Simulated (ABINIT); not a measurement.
An input for ABINIT 10.8.3 (Selenium (P3_121, 3 atoms a cell)):

```
acell 3*1.0 Angstrom
rprim 
  4.366199999998 0.000000000000 0.000000000000
  -2.183099999999 3.781240118002 0.000000000000
  0.000000000000 0.000000000000 4.953600000000
ntypat 1
znucl 34
natom 3
typat 1 1 1
xred 
  0.225400000000 0.000000000000 0.333333333333
  0.000000000000 0.225400000000 0.666666666667
  0.774600000000 0.774600000000 -0.000000000000
pp_dirpath "pseudos"
pseudos "Se.upf"
ecut 48
ngkpt 3 3 2
nshiftk 1
shiftk 0 0 0
kptopt 1
chksymbreak 0
istwfk *1
occopt 1
irdwfk 1
optdriver 3
nband 97
ecuteps 4
inclvkb 2
awtr 1
symchi 1
indata_prefix "in"
outdata_prefix "out"
tmpdata_prefix "tmp"
```

```sh
OMP_NUM_THREADS=1 mpirun -n 8 abinit run.abi > log
```

Estimate wall time and host memory on 8 MPI ranks of AMD EPYC 7R43, shared host.

It took 41 s; on shared hardware allow 20 s to 81 s. Peak host memory was 3 GiB.

[Paths, hosts, dates, memory and timing lines, banners, echoed tables and standing remarks are left out of the program output.]

[Logs are printed without paths, hosts, clocks, repeated set-up lines and the standing remarks that a program may print on its own settings, such as how far it seeks lower states.]

[Runs of the session that timed out or met a known fault of the program may be left out.]

[Hosts, paths, dates, database ids (printed as entryN), source tags and the programs' standing remarks are cut or masked in the printed files.]

[G0W0 gaps are taken among the corrected bands and points alone; a level outside them can change the order at an edge.]

[Where Ansatz stands beside ABINIT at settings called matched, ABINIT's density can come from a denser mesh and the files from another edition; pairs whose starting gaps differed by over 0.03 eV were left out, so agreement reads better than it is.]
